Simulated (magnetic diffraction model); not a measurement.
## Magnetic neutron pattern of Dy₂Lu₅Mo

Space group Cmcm (no. 63), a = 3.6740 Å, b = 12.0510 Å, c = 19.1130 Å.

```
site  atom    x       y       z
  8f    Lu    0  0.3612  0.9862
  8f    Lu    0  0.2417  0.3563
  4c    Lu  1/2  0.0623     1/4
  8f    Dy    0  0.0191  0.8930
  4c    Mo  1/2  0.3477     1/4
```

The compound is invented for this exercise: a known structure type with other elements, its cell scaled to their sizes and not relaxed.

Only Dy is taken to order (form factors of Dy3+); orders and moment sizes are assumed, and not adapted to the symmetry. Radiation: neutrons of λ = 2.36 Å (absorption by Dy left out), 8° to 55°; isotropic B of 0.41 Å² (Lu), 0.42 Å² (Dy) and 0.47 Å² (Mo). Simulated constant-wavelength pattern: nuclear and magnetic terms add, the magnetic one as |2.695 fm × Σ f S⊥ exp(2πi Q·r) exp(−B s²)|², summed over all Q at one angle with the factor 1/(sin²θ cos θ). For collinear order S is the moment m, which repeats by lattice and centring translations R with the sign exp(−2πi k·R). Free-ion form factors, Sears's scattering lengths of 1992, no absorption; a label names one of the reflections at its angle. The strongest nuclear line in the range is 100, and lines under 0.2 are left out.

Assume the order k = (1 0 0), collinear moments along [111], 7.9 μB on Dy; signs + at (0, 0.0191, 0.8930), + at (1/2, 0.4809, 0.3930), − at (1/2, 0.4809, 0.1070), + at (0, 0.0191, 0.6070).

Q: Where does magnetic intensity appear, and how strong is it?

```tsv
2θ (°)	index	nuclear	magnetic
11.24	(0 1 0)	0.0	76.2
13.29	(0 1 1)	0.0	76.7
14.19	(0 0 2)	3.0	0.0
18.13	(0 1 2)	0.0	33.5
22.59	(0 2 0)	21.2	0.0
23.70	(0 2 1)	1.6	0.0
24.19	(0 1 3)	0.0	20.4
26.77	(0 2 2)	2.5	0.0
28.59	(0 0 4)	9.4	0.0
30.81	(0 1 4)	0.0	11.0
34.16	(0 3 0)	0.0	7.7
34.94	(0 3 1)	0.0	12.0
36.74	(0 2 4)	12.4	0.0
37.16	(0 3 2)	0.0	10.1
37.47	(1 0 0)	0.0	8.5
37.79	(0 1 5)	0.0	5.4
38.18	(1 0 1)	0.0	15.9
39.24	(1 1 0)	20.6	0.0
40.25	(1 0 2)	0.0	13.3
40.64	(0 3 3)	0.0	11.8
42.88	(0 2 5)	0.9	0.0
43.48	(0 0 6)	3.0	0.0
43.52	(1 0 3)	0.0	10.2
44.19	(1 2 0)	0.0	11.1
44.82	(1 2 1)	0.0	20.3
45.06	(0 1 6)	0.0	3.3
45.10	(1 1 3)	3.9	0.0
45.13	(0 3 4)	0.0	9.0
46.12	(0 4 0)	10.1	0.0
46.65	(1 2 2)	0.0	17.8
47.80	(1 0 4)	0.0	7.4
48.49	(0 4 2)	0.7	0.0
49.27	(1 1 4)	100.0	0.0
49.54	(0 2 6)	33.6	0.0
49.58	(1 2 3)	0.0	16.1
50.44	(0 3 5)	0.0	3.5
51.35	(0 4 3)	20.4	0.0
51.60	(1 3 0)	27.4	0.0
52.16	(1 3 1)	38.7	0.0
52.61	(0 1 7)	0.0	2.7
52.91	(1 0 5)	0.0	5.3
53.49	(1 2 4)	0.0	12.8
53.80	(1 3 2)	40.8	0.0
54.27	(1 1 5)	32.2	0.0
```

The strongest magnetic line in the range is (0 1 1) at 13.29° (76.7). On top of the Lorentz factor, which all lines share, magnetic lines fade with angle because f falls: for Dy3+ it is 0.96, 0.84, 0.69 and 0.41 at sin θ/λ = 0.1, 0.2, 0.3 and 0.5 Å⁻¹, while nuclear lengths stay constant. The order has no net moment.

[Logs are printed without paths, hosts, clocks, repeated set-up lines and the standing remarks that a program may print on its own settings, such as how far it seeks lower states.]
